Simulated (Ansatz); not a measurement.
# Sr on Ni(100): change of the work function, part 2 of 4

How does one ordered layer of Sr (hollow site) change the work function of Ni(100), and what dipole does each adsorbate carry?

Ansatz 0.2.0; plane-wave DFT, PBE, Ansatz PAW.

So far, work function, upper face (eV): step 2 (the clean slab) 4.88.

## Step 3: The covered slab

System of this step: Sr/Ni(100). The cell holds 17 atoms: 16 Ni and 1 Sr. Its edges and angles: a = 4.978 Å, b = 4.978 Å, c = 26.085 Å, α = 90.0°, β = 90.0°, γ = 90.0°. Vacuum lies along c.

The clean slab as it ended is repeated in the plane and the adsorbate is set on one face; the cell's size fixes the coverage, and the k-mesh shrinks with it to keep the sampling density about even. Adsorbate and upper layers relax, since the dipole depends on the height.

input.yaml reads:

```yaml
crystal:
  lattice:
    - [4.9780317396, 0.0, 0.0]
    - [0.0, 4.9780317396, 0.0]
    - [0.0, 0.0, 26.0854539102]
  atoms:
    - { symbol: Ni, position: [0.25, 0.25, 0.3450198732], spin: 0.76 }
    - { symbol: Ni, position: [0.0, 0.0, 0.4124904262], spin: 0.69 }
    - { symbol: Ni, position: [0.25, 0.25, 0.4808100432], spin: 0.7 }
    - { symbol: Ni, position: [0.0, 0.0, 0.5457302214], spin: 0.76 }
    - { symbol: Ni, position: [0.25, 0.75, 0.3450198732], spin: 0.76 }
    - { symbol: Ni, position: [0.0, 0.5, 0.4124904262], spin: 0.69 }
    - { symbol: Ni, position: [0.25, 0.75, 0.4808100432], spin: 0.7 }
    - { symbol: Ni, position: [0.0, 0.5, 0.5457302214], spin: 0.76 }
    - { symbol: Ni, position: [0.75, 0.25, 0.3450198732], spin: 0.76 }
    - { symbol: Ni, position: [0.5, 0.0, 0.4124904262], spin: 0.69 }
    - { symbol: Ni, position: [0.75, 0.25, 0.4808100432], spin: 0.7 }
    - { symbol: Ni, position: [0.5, 0.0, 0.5457302214], spin: 0.76 }
    - { symbol: Ni, position: [0.75, 0.75, 0.3450198732], spin: 0.76 }
    - { symbol: Ni, position: [0.5, 0.5, 0.4124904262], spin: 0.69 }
    - { symbol: Ni, position: [0.75, 0.75, 0.4808100432], spin: 0.7 }
    - { symbol: Ni, position: [0.5, 0.5, 0.5457302214], spin: 0.76 }
    - { symbol: Sr, position: [0.25, 0.25, 0.6549801268] }
magnetization:
  spin_polarized: true
kpoints:
  mp_grid: { grid: [6, 6, 1] }
hamiltonian:
  xc: pbe
scf:
  occupations: { method: fermi_dirac, width: 0.1 }
  convergence: { dr2_threshold: 1.0e-08 }
efield:
  axis: 3
  dipole_correction: true
  ramp_position: 0.97
  ramp_width: 0.06
relax:
  f_tol: 0.02
  max_steps: 60
  constraints: [{ sites: [0, 1, 4, 5, 8, 9, 12, 13] }]
output:
  bader: true
  dos: { projected: true, e_range: [-8, 4] }
  write_potential: true
  write_density: true
  volumetric_format: npy
  elf: true
```

Run with:

```bash
ansatz run input.yaml --threads 8 --pin off --max-ram 12288MiB --backend cpu --events-out ev --progress --plain --runs-dir out
```

Numbers of over 12 decimals in the logs are rounded to 6 here.

Output:

```text
[...]
Crystal: 17 atoms, lattice volume = 646.418 Å³
Basis set: ecut = 420 eV, 12651 PW (Γ), exchange–correlation on 72×72×360 points (8 copies of the dense FFT grid, shifted against one another)
Bands: 186, of which v1, the nominal top of the filled ones, is band 149 counted from 1 (148 counted from 0)
Symmetry: 8 space group operations
k-points: 10 of 36
[...]
Starting moments: Σ|m| = 11.64 μB on 16 of 17 sites
[...]
SCF iter   1: F=—  HF=-96959.772925 eV  |F-HF|=—  |Δ(HF+E_count)|=         —  Δρ=1.83e-2 (↑1.39e-2 ↓1.83e-2)  dr2=3.89e1  dr2_m=6.79e-1  M=11.830 μB ∫|m|=12.432 μB  β_m=1.00  ethr=3.10e-3  p=-0.000 e·Å  D=-1.03e-6 V/Å  ΔV_dip=0.00 eV  dr2_dipole=6.08e0  V_vac-E_F(+/−)=6.96/6.96 eV  ⟨swp⟩=11.1  Hψ=19666  notcnv=0  defer=242
[...]
SCF iter  22: F=-96974.290850 eV  HF=-96974.290850 eV  |F-HF|=5.68e-9  |Δ(HF+E_count)|=   1.30e-8  Δρ=8.44e-7 (↑2.52e-7 ↓8.44e-7)  dr2=7.22e-9  dr2_m=6.92e-10  M=10.472 μB ∫|m|=12.076 μB  ethr=1.00e-12  p=0.292 e·Å  D=8.19e-2 V/Å  ΔV_dip=-2.14 eV  dr2_dipole=4.70e-13  V_vac-E_F(+/−)=2.75/4.89 eV  ⟨swp⟩=16.6  Hψ=31589  notcnv=0
SCF 1 converged in 22 iterations: F = -96974.290850 eV  dr2 = 7.22e-9
[...]
relax step   1: F+E_penalty+E_count = -96974.29085009 eV  Δ(F+E_penalty+E_count) = +0.000e0 eV  max|allowed force component| = 1.190e0 eV/Å  Δτ_max = 0.0000 Å  (22 SCF iters, accepted)
[...]
SCF iter  17: F=-96974.510422 eV  HF=-96974.510422 eV  |F-HF|=7.03e-9  |Δ(HF+E_count)|=   7.33e-9  Δρ=4.90e-7 (↑1.56e-7 ↓4.90e-7)  dr2=6.28e-9  dr2_m=2.76e-10  M=10.345 μB ∫|m|=11.954 μB  ethr=1.43e-12  p=0.312 e·Å  D=8.72e-2 V/Å  ΔV_dip=-2.28 eV  dr2_dipole=1.30e-9  V_vac-E_F(+/−)=2.61/4.89 eV  ⟨swp⟩=15.8  Hψ=26564  notcnv=0
SCF 2 converged in 17 iterations: F = -96974.510422 eV  dr2 = 6.28e-9
relax step   2: F+E_penalty+E_count = -96974.51042239 eV  Δ(F+E_penalty+E_count) = -2.196e-1 eV  max|allowed force component| = 9.485e-1 eV/Å  Δτ_max = 0.1950 Å  (17 SCF iters, accepted)
SCF iter   1: F=—  HF=-96974.695885 eV  |F-HF|=—  |Δ(HF+E_count)|=         —  Δρ=3.08e-3 (↑1.96e-3 ↓3.08e-3)  dr2=3.34e-1  dr2_m=2.62e-2  M=10.156 μB ∫|m|=11.807 μB  β_m=1.00  ethr=5.34e-4  p=0.312 e·Å  D=8.72e-2 V/Å  ΔV_dip=-2.28 eV  dr2_dipole=2.13e-2  V_vac-E_F(+/−)=2.64/4.92 eV  ⟨swp⟩=8.9  Hψ=12524  notcnv=0  defer=275
[...]
SCF iter  15: F=-96974.664341 eV  HF=-96974.664341 eV  |F-HF|=3.06e-9  |Δ(HF+E_count)|=   1.27e-8  Δρ=8.76e-7 (↑2.95e-7 ↓8.76e-7)  dr2=6.91e-9  dr2_m=7.76e-10  M=10.156 μB ∫|m|=11.769 μB  ethr=1.00e-12  p=0.339 e·Å  D=9.49e-2 V/Å  ΔV_dip=-2.47 eV  dr2_dipole=4.41e-12  V_vac-E_F(+/−)=2.42/4.89 eV  ⟨swp⟩=12.9  Hψ=28638  notcnv=0
SCF 3 converged in 15 iterations: F = -96974.664341 eV  dr2 = 6.91e-9
[...]
relax step   3: F+E_penalty+E_count = -96974.66434133 eV  Δ(F+E_penalty+E_count) = -1.539e-1 eV  max|allowed force component| = 3.949e-1 eV/Å  Δτ_max = 0.1970 Å  (15 SCF iters, accepted)
[...]
relax step   4: F+E_penalty+E_count = -96974.68292998 eV  Δ(F+E_penalty+E_count) = -1.859e-2 eV  max|allowed force component| = 2.480e-1 eV/Å  Δτ_max = 0.1678 Å  (15 SCF iters, accepted)
[...]
relax step   5: F+E_penalty+E_count = -96974.69047129 eV  Δ(F+E_penalty+E_count) = -7.541e-3 eV  max|allowed force component| = 3.534e-2 eV/Å  Δτ_max = 0.0480 Å  (13 SCF iters, accepted)
SCF iter   1: F=—  HF=-96974.690844 eV  |F-HF|=—  |Δ(HF+E_count)|=         —  Δρ=1.64e-4 (↑9.87e-5 ↓1.64e-4)  dr2=4.66e-4  dr2_m=4.50e-5  M=10.035 μB ∫|m|=11.638 μB  β_m=1.00  ethr=2.74e-6  p=0.353 e·Å  D=9.87e-2 V/Å  ΔV_dip=-2.58 eV  dr2_dipole=3.04e-5  V_vac-E_F(+/−)=2.32/4.90 eV  ⟨swp⟩=2.2  Hψ=6507  notcnv=0  defer=203
[...]
SCF iter  10: F=-96974.690841 eV  HF=-96974.690841 eV  |F-HF|=8.44e-10  |Δ(HF+E_count)|=  3.35e-10  Δρ=6.50e-7 (↑2.65e-7 ↓6.50e-7)  dr2=3.46e-9  dr2_m=3.47e-10  M=10.035 μB ∫|m|=11.637 μB  ethr=3.23e-12  p=0.354 e·Å  D=9.90e-2 V/Å  ΔV_dip=-2.58 eV  dr2_dipole=5.19e-11  V_vac-E_F(+/−)=2.31/4.89 eV  ⟨swp⟩=11.7  Hψ=27741  notcnv=0
SCF 6 converged in 10 iterations: F = -96974.690841 eV  dr2 = 3.46e-9
relax step   6: F+E_penalty+E_count = -96974.69084084 eV  Δ(F+E_penalty+E_count) = -3.695e-4 eV  max|allowed force component| = 1.395e-2 eV/Å  Δτ_max = 0.0047 Å  (10 SCF iters, accepted)
NSCF: frozen V_eff on 10 k-points
[...]
SCF converged after 10 iterations
Magnetization: 10.0353 μB (154.0177 up, 143.9823 down)
Absolute magnetization: 11.6482 μB (∫|ρ↑−ρ↓|, with the PAW one-centre terms)
[...]
Per-site moments (μB) at R_I (Å): [(0.757373, 1.026719), (0.688802, 1.025780), (0.676894, 1.012729), (0.572767, 1.012279), (0.763590, 1.026719), (0.688802, 1.025780), (0.654883, 1.012279), (0.572767, 1.012279), (0.763590, 1.026719), (0.688802, 1.025780), (0.654883, 1.012279), (0.572767, 1.012279), (0.760092, 1.026719), (0.688802, 1.025780), (0.644678, 1.014612), (0.572767, 1.012279), (-0.030115, 1.204426)]
Free energy (F): -96974.690841 eV
[...]
Internal energy: -96973.752726 eV  (E = F + TS)
E sigma→0 (E₀):  -96974.221783 eV
Entropy (-TS):   -0.938115 eV (-55.183 meV/atom)
Fermi energy:    3.023258 eV
Dipole field:    D = 0.099001 V/Å  (p = 0.353664 e·Å, saw-weighted, corrected)
Work function:   Φ+ = 2.3116 eV   Φ− = 4.8941 eV
[...]
--- Forces (eV/Å), atoms counted from 1 ---
  atom   1  Ni     0.00000000     0.00000000     0.33717984
  atom   2  Ni     0.02997933     0.02997933    -0.32823157
  atom   3  Ni    -0.00000000     0.00000000     0.01394976
  atom   4  Ni    -0.00336035    -0.00336035     0.00120472
  atom   5  Ni    -0.00000000     0.00000000     0.32128302
  atom   6  Ni     0.02997933    -0.02997933    -0.32823157
  atom   7  Ni    -0.00000000     0.00000000    -0.00061685
  atom   8  Ni    -0.00336035     0.00336035     0.00120472
  atom   9  Ni     0.00000000     0.00000000     0.32128302
  atom  10  Ni    -0.02997933     0.02997933    -0.32823157
  atom  11  Ni     0.00000000     0.00000000    -0.00061685
  atom  12  Ni     0.00336035    -0.00336035     0.00120472
  atom  13  Ni     0.00000000     0.00000000     0.33370005
  atom  14  Ni    -0.02997933    -0.02997933    -0.32823157
  atom  15  Ni     0.00000000     0.00000000    -0.01330563
  atom  16  Ni     0.00336035     0.00336035     0.00120472
  atom  17  Sr    -0.00000000     0.00000000    -0.00474788
  max |Σ_I F_I| component: 1.08e-6 eV/Å
--- Band table (eV; the first three rows and the last of 20) ---
  k-point 0 ↑: bands = [... 145 lower, 2.4922, 2.4922, 2.5210, 2.5800, 2.5910, 2.8312, 2.9117, 3.2855, ... 33 higher]
  k-point 1 ↑: bands = [... 145 lower, 2.4574, 2.4618, 2.4714, 2.4791, 2.5337, 2.6367, 2.6908, 2.7639, ... 33 higher]
  k-point 2 ↑: bands = [... 145 lower, 2.3720, 2.4212, 2.4253, 2.4312, 2.4774, 2.5100, 2.5308, 2.5512, ... 33 higher]
  k-point 9 ↓: bands = [... 145 lower, 2.8131, 2.8210, 2.8283, 3.2656, 3.2656, 3.2826, 3.2890, 3.2909, ... 33 higher]
--- Relaxed structure (6 steps of the walk, 6 accepted, 0 SCFs on fresh bases) ---
  F+E_penalty+E_count = -96974.69084084 eV   max|allowed force component| = 1.395e-2 eV/Å
  atoms:
    - { symbol: Ni, position: [0.25, 0.25, 0.3450198732] }
    - { symbol: Ni, position: [0.0, 0.0, 0.412490] }
    - { symbol: Ni, position: [0.25, 0.25, 0.481417] }
    - { symbol: Ni, position: [-0.00239927, -0.00239927, 0.546364] }
    - { symbol: Ni, position: [0.25, 0.750000, 0.3450198732] }
    - { symbol: Ni, position: [0.0, 0.5, 0.412490] }
    - { symbol: Ni, position: [0.25, 0.750000, 0.480808] }
    - { symbol: Ni, position: [-0.00239927, 0.502399, 0.546364] }
    - { symbol: Ni, position: [0.750000, 0.25, 0.3450198732] }
    - { symbol: Ni, position: [0.5, 0.0, 0.412490] }
    - { symbol: Ni, position: [0.750000, 0.25, 0.480808] }
    - { symbol: Ni, position: [0.502399, -0.00239927, 0.546364] }
    - { symbol: Ni, position: [0.750000, 0.750000, 0.3450198732] }
    - { symbol: Ni, position: [0.5, 0.5, 0.412490] }
    - { symbol: Ni, position: [0.750000, 0.750000, 0.479837] }
    - { symbol: Ni, position: [0.502399, 0.502399, 0.546364] }
    - { symbol: Sr, position: [0.25, 0.25, 0.635183] }
--- Bader charges: 17 sites ---
  site symbol  charge [e]  shift [e]    m [muB]
     0     Ni     -0.0158     0.0001     0.7171
     1     Ni      0.0149     0.0001     0.6498
     2     Ni      0.0159     0.0001     0.6390
     3     Ni     -0.2450     0.0000     0.5242
     4     Ni     -0.0151     0.0001     0.7241
     5     Ni      0.0149     0.0001     0.6498
     6     Ni      0.0052     0.0000     0.6171
     7     Ni     -0.2451     0.0000     0.5242
     8     Ni     -0.0151     0.0001     0.7241
     9     Ni      0.0149     0.0001     0.6498
    10     Ni      0.0051     0.0000     0.6171
    11     Ni     -0.2451     0.0000     0.5242
    12     Ni     -0.0144     0.0000     0.7209
    13     Ni      0.0149     0.0001     0.6498
    14     Ni      0.0002     0.0000     0.6078
    15     Ni     -0.2451     0.0000     0.5242
    16     Sr      0.9547     0.0000    -0.0279
  estimated error of the sums over rays = 4.5e-4 e
```

It took 5.7 min on 8 threads of Intel Xeon Platinum 8375C at 2.90GHz (Ice Lake), shared host; peak memory 5.8 GiB.

Step by step:

| step | energy less that of the first step (eV) | largest force component (eV/Å) |
| --- | --- | --- |
| 1 | 0.0000 | 1.1896 |
| 2 | -0.2196 | 0.9485 |
| 3 | -0.3735 | 0.3949 |
| 4 | -0.3921 | 0.2480 |
| 5 | -0.3996 | 0.0353 |
| 6 | -0.4000 | 0.0140 |

Forces are held to the 8 operations that the run works with; a distortion that breaks them can't arise in this run.

The atoms that moved most (Å):

| atom | dx | dy | dz | length |
| --- | --- | --- | --- | --- |
| Sr17 | 0.000 | 0.000 | -0.516 | 0.516 |
| Ni15 | 0.000 | 0.000 | -0.025 | 0.025 |
| Ni16 | 0.012 | 0.012 | 0.017 | 0.024 |
| Ni8 | -0.012 | 0.012 | 0.017 | 0.024 |
| Ni12 | 0.012 | -0.012 | 0.017 | 0.024 |
| Ni4 | -0.012 | -0.012 | 0.017 | 0.024 |
| Ni3 | 0.000 | 0.000 | 0.016 | 0.016 |

Numbers from this step:

```yaml
energy_at_zero_smearing: -96974.2218 eV
total_moment: 10.04 μB
work_function_upper_face: 2.312 eV
work_function_lower_face: 4.894 eV
dipole_along_the_normal: 0.3537 e·Å
step_between_the_vacuum_levels: -2.583 eV
```

Running mean over 1.76 Å of the planar mean; the ramp of the sawtooth is left out. Table of electron's electrostatic potential energy less the Fermi level by z:

| z (Å) | electron's electrostatic potential energy less the Fermi level (eV) |
| --- | --- |
| 3.5 | 4.89 |
| 4.0 | 4.89 |
| 4.5 | 4.89 |
| 5.0 | 4.89 |
| 5.5 | 4.88 |
| 6.0 | 4.85 |
| 6.5 | 4.75 |
| 7.0 | 4.39 |
| 7.5 | 2.94 |
| 8.0 | -1.70 |
| 8.5 | -7.38 |
| 9.0 | -9.87 |
| 9.5 | -10.2 |
| 10.0 | -10.3 |
| 10.5 | -10.3 |
| 11.0 | -10.3 |
| 11.5 | -10.2 |
| 12.0 | -10.2 |
| 12.5 | -10.4 |
| 13.0 | -10.7 |
| 13.5 | -10.8 |
| 14.0 | -10.4 |
| 14.5 | -9.28 |
| 15.0 | -5.67 |
| 15.5 | -2.21 |
| 16.0 | -2.79 |
| 16.5 | -4.10 |
| 17.0 | -3.90 |
| 17.5 | -1.73 |
| 18.0 | 0.509 |
| 18.5 | 1.46 |
| 19.0 | 1.88 |
| 19.5 | 2.10 |
| 20.0 | 2.21 |
| 20.5 | 2.26 |
| 21.0 | 2.29 |
| 21.5 | 2.30 |
| 22.0 | 2.31 |
| 22.5 | 2.31 |
| 23.0 | 2.31 |

The density of states has structure finer than the step of the table below, so its rows give means over 0.5 eV, whole bins alone (the curve runs from -8 to 1.98 eV). Peaks (eV: height): total -2.26: 61.0, -2.20: 63.0, -1.92: 56.3, -1.53: 67.5, -1.08: 57.3, -0.93: 65.6, -0.57: 69.9; up -2.80: 23.6, -2.26: 46.8, -2.20: 47.5, -1.92: 28.8, -1.53: 31.5, -0.84: 37.7, -0.57: 48.7; down -1.53: 36.1, -1.41: 28.5, -1.02: 29.5, -0.93: 35.9, -0.69: 33.2, -0.15: 32.8, 0.09: 28.2.

The density of states by energy, zero at the Fermi level; means over each step; values in states/eV a cell:

| energy (eV) | total | up | down |
| --- | --- | --- | --- |
| -7.5 | 1.05 | 0.529 | 0.521 |
| -7.0 | 1.18 | 0.592 | 0.593 |
| -6.5 | 2.48 | 1.24 | 1.24 |
| -6.0 | 2.27 | 1.18 | 1.09 |
| -5.5 | 3.17 | 1.68 | 1.49 |
| -5.0 | 4.19 | 2.34 | 1.85 |
| -4.5 | 8.66 | 5.86 | 2.79 |
| -4.0 | 18.7 | 11.9 | 6.86 |
| -3.5 | 22.5 | 13.5 | 9.07 |
| -3.0 | 26.6 | 14.3 | 12.3 |
| -2.5 | 32.9 | 19.5 | 13.4 |
| -2.0 | 41.5 | 23.8 | 17.7 |
| -1.5 | 46.5 | 25.2 | 21.3 |
| -1.0 | 52.2 | 29.4 | 22.8 |
| -0.5 | 43.5 | 19.2 | 24.2 |
| 0.0 | 29.8 | 3.97 | 25.9 |
| 0.5 | 13.1 | 3.28 | 9.82 |
| 1.0 | 7.90 | 3.82 | 4.08 |
| 1.5 | 7.28 | 3.18 | 4.10 |

Projected DOS per atom over height of the atomic layer and energy from the Fermi level. Layers: Ni4 Ni4 Ni4 Ni4 Sr from below.

Values in states/eV, 22 rows by 5 columns, each cell a mean:
```
0.20 0.28 0.20 0.22 0.13
0.27 0.30 0.29 0.26 0.27
0.34 0.30 0.37 0.34 0.40
1.04 1.00 0.94 0.84 0.64
2.18 1.58 1.55 1.75 0.45
2.87 2.38 2.44 2.96 0.37
4.02 2.80 2.46 3.68 0.23
3.31 2.49 2.72 3.20 0.36
2.55 1.83 1.94 3.00 0.55
2.32 2.57 2.39 2.37 0.19
1.48 1.72 1.63 1.42 0.01
1.19 1.96 2.01 1.32 0.01
0.90 1.82 1.85 0.99 0.03
0.55 1.10 1.23 0.63 0.06
0.30 0.53 0.61 0.35 0.05
0.18 0.31 0.31 0.20 0.02
0.12 0.25 0.25 0.14 0.01
0.10 0.16 0.16 0.12 0.02
0.14 0.18 0.17 0.15 0.02
0.05 0.12 0.13 0.06 0.01
0.03 0.10 0.11 0.03 0.00
0.02 0.10 0.11 0.03 0.00
```
Columns: height of the atomic layer (Å) from 9 to 16.6 (not evenly spaced); rows upwards: energy from the Fermi level (eV) from -7.96 to 1.95.

Projected DOS per atom, spin up over height of the atomic layer and energy from the Fermi level. Layers: Ni4 Ni4 Ni4 Ni4 Sr from below.

Ten even steps from '0' (0.00 states/eV) to '9' (2.27 states/eV), each cell a mean:
```
00000
00000
00000
00001
00011
55550
97680
75570
73370
66660
44430
23330
25520
13310
01100
00000
00000
00000
00000
00000
00000
00000
```
Columns: height of the atomic layer (Å) from 9 to 16.6 (not evenly spaced); rows upwards: energy from the Fermi level (eV) from -7.96 to 1.95.

Projected DOS per atom, spin down over height of the atomic layer and energy from the Fermi level. Layers: Ni4 Ni4 Ni4 Ni4 Sr from below.

Ten even steps from '0' (0.00 states/eV) to '9' (1.98 states/eV), each cell a mean:
```
00000
00000
10101
44431
97670
86580
85580
76771
45561
45440
23320
25530
12210
11210
00100
00000
00000
00000
00000
00000
00000
00000
```
Columns: height of the atomic layer (Å) from 9 to 16.6 (not evenly spaced); rows upwards: energy from the Fermi level (eV) from -7.96 to 1.95.

Site moment by atom:

| atom | site moment (μB) |
| --- | --- |
| Ni1 | 0.757 |
| Ni2 | 0.689 |
| Ni3 | 0.677 |
| Ni4 | 0.573 |
| Ni5 | 0.764 |
| Ni6 | 0.689 |
| Ni7 | 0.655 |
| Ni8 | 0.573 |
| Ni9 | 0.764 |
| Ni10 | 0.689 |
| Ni11 | 0.655 |
| Ni12 | 0.573 |
| Ni13 | 0.760 |
| Ni14 | 0.689 |
| Ni15 | 0.645 |
| Ni16 | 0.573 |
| Sr17 | -0.030 |

Spin density in the ca plane at fractional y = 0.250, with atoms of Ni and Sr within 0.2 Å of it.

Ten even steps from '0' (0.0 e/Å³) to '9' (2.0 e/Å³), each cell a mean:
```
00000000000000000000000000000000000000000000
00001000000000100000000000000000000000000000
00018500000002730000000000000000000000000000
00017500000002730000000000000000000000000000
00001100000000100000000000000000000000000000
00000000000000000000000000000000000000000000
00000000000000000000000000000000000000000000
00000000000000000000000000000000000000000000
00013200000001320000000000000000000000000000
00029600000003940000000000000000000000000000
00013200000001320000000000000000000000000000
00000000000000000000000000000000000000000000
00000000000000000000000000000000000000000000
```
Columns run along c (16.0 Å, from fractional 0.28 to 0.90 of the cell), rows up along a (5.0 Å). Atoms in or near the plane, at fractional coordinates: Ni at (0.35, 0.25), Ni at (0.48, 0.25), Ni at (0.35, 0.75), Ni at (0.48, 0.75), Sr at (0.64, 0.25).

ELF of down spins in the ca plane at fractional y = 0.250, with atoms of Ni and Sr within 0.2 Å of it. It is the smooth field of the valence electrons, not physical close to the nuclei.

Values, 7 rows by 16 columns, each cell a mean:
```
0.17 0.23 0.25 0.27 0.25 0.23 0.28 0.32 0.25 0.07 0.08 0.19 0.13 0.04 0.01 0.00
0.12 0.48 0.27 0.25 0.26 0.48 0.24 0.28 0.29 0.20 0.19 0.20 0.10 0.03 0.01 0.00
0.14 0.26 0.24 0.27 0.24 0.26 0.27 0.30 0.27 0.09 0.10 0.20 0.12 0.03 0.01 0.00
0.22 0.25 0.29 0.28 0.30 0.24 0.30 0.34 0.23 0.43 0.14 0.17 0.19 0.06 0.01 0.00
0.12 0.35 0.25 0.26 0.24 0.35 0.25 0.27 0.52 0.68 0.45 0.14 0.24 0.08 0.01 0.00
0.12 0.42 0.26 0.25 0.25 0.42 0.24 0.26 0.55 0.56 0.49 0.13 0.24 0.08 0.01 0.00
0.20 0.24 0.28 0.28 0.29 0.23 0.30 0.34 0.28 0.60 0.21 0.16 0.21 0.06 0.01 0.00
```
Columns run along c (16.0 Å, from fractional 0.28 to 0.90 of the cell), rows up along a (5.0 Å). Atoms in or near the plane, at fractional coordinates: Ni at (0.35, 0.25), Ni at (0.48, 0.25), Ni at (0.35, 0.75), Ni at (0.48, 0.75), Sr at (0.64, 0.25).

Electrostatic potential energy in the ca plane at fractional y = 0.250, with atoms of Ni and Sr within 0.2 Å of it. With pseudopotentials it is smooth inside the atoms' cores, unlike the true potential.

Values in eV, 7 rows by 16 columns, each cell a mean:
```
  5 -15  -3   3  -2 -16   3   5   5   3   4   5   6   6   6   6
  1 -55 -22   5 -20 -56   1   6   6   6   5   6   6   6   6   6
  4 -26  -7   4  -6 -27   3   5   6   4   4   5   6   6   6   6
  6  -1   2   2   3  -1   3   4   0  -7   1   5   6   6   6   6
  3 -40 -14   5 -12 -42   2   5 -21 -56  -6   4   6   6   6   6
  2 -49 -19   5 -16 -51   1   5 -26 -62  -8   4   6   6   6   6
  5  -5   1   3   2  -5   3   4  -2 -15   0   5   6   6   6   6
```
Columns run along c (16.0 Å, from fractional 0.28 to 0.90 of the cell; values clipped at the 3rd and 97th percentile), rows up along a (5.0 Å). Atoms in or near the plane, at fractional coordinates: Ni at (0.35, 0.25), Ni at (0.48, 0.25), Ni at (0.35, 0.75), Ni at (0.48, 0.75), Sr at (0.64, 0.25).

The relaxation took 6 steps and lowered the energy by 0.40 eV; the largest force on the free atoms ends at 0.014 eV/Å.

By hand: a sheet of dipoles makes a step −p/(ε₀A) in the electron's potential. With e/ε₀ = 180.95 V·Å, p = 0.3537 e·Å and A = 24.78 Å², that is −180.95 × (0.3537) / 24.78 = -2.582 eV, and the two vacuum levels of the run differ by -2.583 eV.

The covered face has 2.31 eV, -2.57 eV against the clean one; the bare back face has moved by +0.01 eV, a measure of how thin the slab is.

## Step 4: Work function against coverage

This step: plane-wave DFT, PBE, Ansatz PAW; work function against coverage (Ansatz 0.2.0).

The runs are now put side by side.

This step gave:

| Property | Result |
| --- | --- |
| work function of the clean face | 4.883 eV |
| largest change of the work function | -2.571 eV |

Work function of the covered face against coverage:

| coverage (adsorbates/nm²) | work function of the covered face (eV) |
| --- | --- |
| 0.00 | 4.88 |
| 4.04 | 2.31 |

The dipole per adsorbate comes from the change of the cell's dipole. Coverage, by row:

| coverage (1/nm²) | coverage (ML) | work function (eV) | change (eV) | dipole per adsorbate, positive end outwards (debye) | mean height of the added atoms over the highest substrate atom (Å) |
| --- | --- | --- | --- | --- | --- |
| 4.035 | 0.25 | 2.312 | -2.571 | 1.699 | 2.317 |

[end of part 2 of 4]

[Logs are printed without paths, hosts, clocks, repeated set-up lines and the standing remarks that a program may print on its own settings, such as how far it seeks lower states.]

[Hosts, paths, dates, database ids (printed as entryN), source tags and the programs' standing remarks are cut or masked in the printed files.]

[Maps of the electrostatic potential energy from Ansatz leave out the sawtooth potential of an applied field or a dipole correction, so their vacuum need not be flat; planar profiles and work functions include it.]
